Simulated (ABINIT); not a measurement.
# CsH (F-43m): a worked LO-TO splitting

Aim: work out the LO frequency and the static dielectric constant of CsH (F-43m) from one linear-response run, then check them.

Program: ABINIT 10.8.3. Level of theory: DFT LDA, scalar-relativistic, plane waves, PseudoDojo norm-conserving pseudopotentials. Results are calculated unless marked as measured.

The structure was built from a prototype and need not be the compound's stable phase.

## Step 1: Set-up

The structure is cubic, space group F-43m (No. 216). The conventional cell has a = 6.685 Å, b = 6.685 Å, c = 6.685 Å, α = 90.00°, β = 90.00°, γ = 90.00°. Cs has 4 H at 2.89 Å nearest. H has 4 Cs at 2.89 Å nearest. Farther neighbours are not listed.

This is the cell after its relaxation at this level of theory, not the database cell from which that began.

## Step 2: What the response run gave

A linear-response run on the relaxed cell, with the response to an electric field; only its zone-centre results are used. Cutoff 31 Ha, k mesh 6×6×6.

Numbers of over 12 decimals in the logs are rounded to 6 here.

Log:

```text
[banners, grids, parts of the stress and lines that vanish by symmetry left out]
- input  file    -> dfpt_gamma.abi
- output file    -> dfpt_gamma.abo
- root for input  files -> dfpt_gammai
[...]
DATASET    1 : space group F-4 3 m (#216); Bravais cF (face-center cubic)
[...]
nfft =      110592          nkpt =         112
[...]
DATASET    2 : space group F-4 3 m (#216); Bravais cF (face-center cubic)
[...]
nfft =      110592          nkpt =         112
[...]
== DATASET  1 ==================================================================
[...]
cutoff_energies: {ecut:  31.0, pawecutdg:  -1.0, }
[...]
-  1.00000   1.00000  180309                  znucl, zion, pspdat
[...]
Perturbation : derivative vs k along direction   1
[...]
-ETOT  1  -8.434857     -8.435E+00 1.683E-02 0.000E+00
 ETOT  2  -8.438260     -3.403E-03 2.262E-04 0.000E+00
 ETOT  3  -8.438396     -1.361E-04 1.132E-05 0.000E+00
 ETOT  4  -8.438405     -8.886E-06 8.097E-07 0.000E+00
 ETOT  5  -8.438406     -6.414E-07 6.662E-08 0.000E+00
[...]
At SCF step   17   max residual=  9.97E-21 < tolwfr=  1.00E-20 =>converged.
[...]
Perturbation : derivative vs k along direction   2
[...]
-ETOT  1  -8.434861     -8.435E+00 1.678E-02 0.000E+00
[...]
At SCF step   17   max residual=  9.97E-21 < tolwfr=  1.00E-20 =>converged.
[...]
Perturbation : derivative vs k along direction   3
[...]
-ETOT  1  -8.434857     -8.435E+00 1.682E-02 0.000E+00
[...]
At SCF step   17   max residual=  9.97E-21 < tolwfr=  1.00E-20 =>converged.
[...]
1        1       1.9453897448   -0.0000000000
     1        2       0.9726948724   -0.0000000000
     1        3       0.9726948724    0.0000000000
     2        1       0.9726948724   -0.0000000000
     2        2       1.9453897448   -0.0000000000
     2        3       0.9726948724    0.0000000000
     3        1       0.9726948724    0.0000000000
     3        2       0.9726948724    0.0000000000
     3        3       1.9453897448    0.0000000000
[...]
== DATASET  2 ==================================================================
[...]
cutoff_energies: {ecut:  31.0, pawecutdg:  -1.0, }
[...]
Perturbation : displacement of atom   1   along direction   1
[...]
-ETOT  1   1.255456     -7.615E+02 3.743E+00 4.843E+01
[...]
At SCF step   12       vres2   =  2.16E-12 < tolvrs=  1.00E-10 =>converged.
[...]
Perturbation : displacement of atom   2   along direction   1
[...]
-ETOT  1   1.245190     -7.551E+01 7.448E-02 1.995E+03
[...]
At SCF step   12       vres2   =  1.19E-12 < tolvrs=  1.00E-10 =>converged.
[...]
Perturbation : homogeneous electric field along direction   1
[...]
-ETOT  1  -48.557604399639     -4.856E+01 1.993E-01 3.366E+04
[...]
ETOT 12  -55.709000215820     -2.615E-12 1.784E-13 4.341E-10
 ETOT 13  -55.709000215821     -2.487E-13 1.991E-14 6.227E-12
 At SCF step   13       vres2   =  6.23E-12 < tolvrs=  1.00E-10 =>converged.
[...]
Dielectric tensor, in cartesian coordinates,
[...]
1    4   1    4         2.8715287294        -0.0000000000
   1    4   2    4        -0.0000000000        -0.0000000000
   1    4   3    4        -0.0000000000        -0.0000000000
   2    4   1    4        -0.0000000000        -0.0000000000
   2    4   2    4         2.8715287294        -0.0000000000
   2    4   3    4        -0.0000000000        -0.0000000000
   3    4   1    4        -0.0000000000        -0.0000000000
   3    4   2    4        -0.0000000000        -0.0000000000
   3    4   3    4         2.8715287294        -0.0000000000
  Effective charges, in cartesian coordinates,
[...]
1    1   1    4         0.9891013786         0.0000000000
   2    1   1    4        -0.0000000000         0.0000000000
   3    1   1    4         0.0000000000         0.0000000000
   1    2   1    4        -0.9890214463         0.0000000000
   2    2   1    4        -0.0000000000         0.0000000000
[...]
Effective charges, in cartesian coordinates,
[...]
2    4   1    2         0.0000000000         0.0000000000
   3    4   1    2         0.0000000000         0.0000000000
   1    4   2    2         0.0000000000         0.0000000000
   2    4   2    2        -0.9890214337         0.0000000000
   3    4   2    2        -0.0000000000         0.0000000000
   1    4   3    2         0.0000000000         0.0000000000
   2    4   3    2        -0.0000000000         0.0000000000
   3    4   3    2        -0.9890214337         0.0000000000
  Phonon wavevector (reduced coordinates) :  0.00000  0.00000  0.00000
 Phonon energies in Hartree :
[...]
Phonon frequencies in cm-1    :
-  8.086400E-02  8.086454E-02  8.086617E-02  5.415959E+02  5.415959E+02
-  5.415959E+02
  Phonon at Gamma, with non-analyticity in the
[...]
Phonon energies in Hartree :
[...]
Phonon frequencies in cm-1    :
-  8.086400E-02  8.086454E-02  8.090466E-02  5.415959E+02  5.415959E+02
-  7.194772E+02
  Phonon at Gamma, with non-analyticity in the
[...]
Phonon energies in Hartree :
[...]
Phonon frequencies in cm-1    :
-  8.086400E-02  8.086617E-02  8.090303E-02  5.415959E+02  5.415959E+02
-  7.194772E+02
  Phonon at Gamma, with non-analyticity in the
[...]
Phonon energies in Hartree :
[...]
Phonon frequencies in cm-1    :
-  8.086454E-02  8.086617E-02  8.090249E-02  5.415959E+02  5.415959E+02
-  7.194772E+02
[...]
fcart2     0.0000000000E+00  0.0000000000E+00  0.0000000000E+00
           strten2     0.0000000000E+00  0.0000000000E+00  0.0000000000E+00
================================================================================
```

| quantity | value |
| --- | --- |
| cell volume Ω (Å³) | 74.696 |
| mass of Cs (u) | 132.905 |
| mass of H (u) | 1.008 |
| Born charge of Cs, raw (e) | 0.989 |
| Born charge of H, raw (e) | -0.989 |
| ε∞ | 2.872 |
| ω(TO) after the sum rule (cm⁻¹) | 541.6 |

## Step 3: The calculation

The charges must sum to zero over the cell; taking off their mean, 0.000 e, leaves Z* = 0.989 e on Cs. In the polar mode Cs moves against H, so the reduced mass is μ = 132.91 × 1.01 / 133.91 = 1.000 u.

A longitudinal wave builds up a field that adds to the restoring force: ω(LO)² = ω(TO)² + 4π Z*² / (μ Ω ε∞), in Hartree atomic units. With μ = 1824 electron masses and Ω = 504.07 bohr³ the second term is 4.6570e-06 Ha², or 224323 cm⁻² (1 Ha = 219474.6 cm⁻¹).

So ω(LO) = √(293331 + 224323) = 719.5 cm⁻¹, and by the Lyddane-Sachs-Teller relation ε₀ = ε∞ (ω(LO)/ω(TO))² = 5.07.

## Step 4: Check against the program

The analysis program adds the same non-analytic term to the full matrix.

Log:

```text
[banners, grids, parts of the stress and lines that vanish by symmetry left out]
-outvars_anaddb: echo values of input variables ----------------------

 Flags :
[...]
Dielectric Tensor and Effective Charges
[...]
Effective charge tensors after
[...]
Phonon wavevector (reduced coordinates) :  0.00000  0.00000  0.00000
 Phonon energies in Hartree :
[...]
Phonon energies in meV     :
-  0.000000E+00  0.000000E+00  0.000000E+00  6.714932E+01  6.714932E+01
-  6.714932E+01
 Phonon frequencies in cm-1    :
-  0.000000E+00  0.000000E+00  0.000000E+00  5.415958E+02  5.415958E+02
-  5.415958E+02
 Phonon frequencies in Thz     :
-  0.000000E+00  0.000000E+00  0.000000E+00  1.623663E+01  1.623663E+01
-  1.623663E+01
 Phonon energies in Kelvin  :
-  0.000000E+00  0.000000E+00  0.000000E+00  7.792355E+02  7.792355E+02
-  7.792355E+02
[...]
-  1  0.00000000E+00  0.00000000E+00 -2.02398821E-03
-     0.00000000E+00  0.00000000E+00  0.00000000E+00
-  2  0.00000000E+00  0.00000000E+00 -2.02398835E-03
-     0.00000000E+00  0.00000000E+00  0.00000000E+00
[...]
-  1  0.00000000E+00 -2.02398821E-03  0.00000000E+00
-     0.00000000E+00  0.00000000E+00  0.00000000E+00
-  2  0.00000000E+00 -2.02398835E-03  0.00000000E+00
-     0.00000000E+00  0.00000000E+00  0.00000000E+00
[...]
-  1  2.02398821E-03  0.00000000E+00  0.00000000E+00
-     0.00000000E+00  0.00000000E+00  0.00000000E+00
-  2  2.02398835E-03  0.00000000E+00  0.00000000E+00
-     0.00000000E+00  0.00000000E+00  0.00000000E+00
[...]
-  1  0.00000000E+00  0.00000000E+00 -1.76260089E-04
-     0.00000000E+00  0.00000000E+00  0.00000000E+00
-  2  0.00000000E+00  9.67457260E-07  2.32413848E-02
-     0.00000000E+00  0.00000000E+00  0.00000000E+00
[...]
-  1  0.00000000E+00  1.76260085E-04  0.00000000E+00
-     0.00000000E+00  0.00000000E+00  0.00000000E+00
-  2 -4.76341925E-06 -2.32413843E-02  9.67446499E-07
-     0.00000000E+00  0.00000000E+00  0.00000000E+00
[...]
-  1  1.76260086E-04  0.00000000E+00  0.00000000E+00
-     0.00000000E+00  0.00000000E+00  0.00000000E+00
-  2 -2.32413843E-02  4.76341706E-06  0.00000000E+00
-     0.00000000E+00  0.00000000E+00  0.00000000E+00
[...]
-     1         -0.000000    -0.000000     0.000000     0.000000
-     2         -0.000000     0.000000     0.000000     0.000000
-     3         -0.000000    -0.000000     0.000000     0.000000
-     4          0.000002    -0.000041    -0.996534     0.996534
-     5          0.000204     0.996534    -0.000041     0.996534
-     6          0.996534    -0.000204     0.000002     0.996534
[...]
-   1     Real    0.0000E+00  0.0000E+00  0.0000E+00  0.0000E+00  0.0000E+00  0.0000E+00  0.0000E+00
[...]
-  8.920533E+01
 Phonon frequencies in cm-1    :
-  0.000000E+00  0.000000E+00  0.000000E+00  5.415958E+02  5.415958E+02
-  7.194895E+02
 Phonon frequencies in Thz     :
-  0.000000E+00  0.000000E+00  0.000000E+00  1.623663E+01  1.623663E+01
-  2.156975E+01
 Phonon energies in Kelvin  :
-  0.000000E+00  0.000000E+00  0.000000E+00  7.792355E+02  7.792355E+02
-  1.035185E+03
[...]
-  1  0.00000000E+00  0.00000000E+00 -2.02398821E-03
-     0.00000000E+00  0.00000000E+00  0.00000000E+00
-  2  0.00000000E+00  0.00000000E+00 -2.02398835E-03
-     0.00000000E+00  0.00000000E+00  0.00000000E+00
[...]
Phonon at Gamma, with non-analyticity in the
[...]
Phonon energies in Hartree :
[...]
Phonon energies in meV     :
-  0.000000E+00  0.000000E+00  0.000000E+00  6.714932E+01  6.714932E+01
-  8.920533E+01
 Phonon frequencies in cm-1    :
-  0.000000E+00  0.000000E+00  0.000000E+00  5.415958E+02  5.415958E+02
-  7.194895E+02
 Phonon frequencies in Thz     :
-  0.000000E+00  0.000000E+00  0.000000E+00  1.623663E+01  1.623663E+01
-  2.156975E+01
 Phonon energies in Kelvin  :
-  0.000000E+00  0.000000E+00  0.000000E+00  7.792355E+02  7.792355E+02
-  1.035185E+03
[...]
Phonon at Gamma, with non-analyticity in the
[...]
Phonon energies in Hartree :
[...]
Phonon energies in meV     :
-  0.000000E+00  0.000000E+00  0.000000E+00  6.714932E+01  6.714932E+01
-  8.920533E+01
 Phonon frequencies in cm-1    :
-  0.000000E+00  0.000000E+00  0.000000E+00  5.415958E+02  5.415958E+02
-  7.194895E+02
 Phonon frequencies in Thz     :
-  0.000000E+00  0.000000E+00  0.000000E+00  1.623663E+01  1.623663E+01
-  2.156975E+01
 Phonon energies in Kelvin  :
-  0.000000E+00  0.000000E+00  0.000000E+00  7.792355E+02  7.792355E+02
-  1.035185E+03
[...]
-  1  0.00000000E+00 -2.02398821E-03  0.00000000E+00
-     0.00000000E+00  0.00000000E+00  0.00000000E+00
-  2  0.00000000E+00 -2.02398833E-03  0.00000000E+00
-     0.00000000E+00  0.00000000E+00  0.00000000E+00
[...]
-  1  2.02398821E-03  0.00000000E+00  0.00000000E+00
-     0.00000000E+00  0.00000000E+00  0.00000000E+00
-  2  2.02398833E-03  0.00000000E+00  0.00000000E+00
-     0.00000000E+00  0.00000000E+00  0.00000000E+00
[...]
-  1  3.07547934E-05  1.06378164E-04 -1.37132957E-04
-     0.00000000E+00  0.00000000E+00  0.00000000E+00
-  2 -4.05527985E-03 -1.40268614E-02  1.80821413E-02
-     0.00000000E+00  0.00000000E+00  0.00000000E+00
[...]
-  1  1.40591211E-04 -9.69300381E-05 -4.36611733E-05
-     0.00000000E+00  0.00000000E+00  0.00000000E+00
-  2 -1.85381413E-02  1.27810460E-02  5.75709530E-03
-     0.00000000E+00  0.00000000E+00  0.00000000E+00
[...]
Direction                     Dielectric constant
[...]
0.00000   0.00000   1.00000      5.06770755
   1.00000   1.00000   1.00000      5.06770755
-
```

| quantity | by hand | program |
| --- | --- | --- |
| ω(LO) (cm⁻¹) | 719.5 | 719.5 |
| ε₀ | 5.07 | 5.07 |

## Step 5: Summary of results

```yaml
to_mode: 541.6 cm⁻¹
lo_mode: 719.5 cm⁻¹
static_dielectric_constant: 5.068
```

In words: The LO mode of CsH (F-43m) lies at 719 cm⁻¹, 178 cm⁻¹ above the TO mode; the formula meets the program within 0.1 cm⁻¹, as it must for a cubic crystal with one polar mode. ω(LO)² − ω(TO)² goes with Z*²/ε∞: an error of 5 % in ε∞ would move the LO mode by 7.5 cm⁻¹, and semilocal functionals tend to overestimate ε∞. These are harmonic values at zero temperature, at the volume of this functional, for the structure held cubic; stability elsewhere in the zone is no part of this calculation.

[Host names and launcher messages were left out of these logs when they were recorded.]

[Logs are printed without paths, hosts, clocks, repeated set-up lines and the standing remarks that a program may print on its own settings, such as how far it seeks lower states.]

[Hosts, paths, dates, database ids (printed as entryN), source tags and the programs' standing remarks are cut or masked in the printed files.]
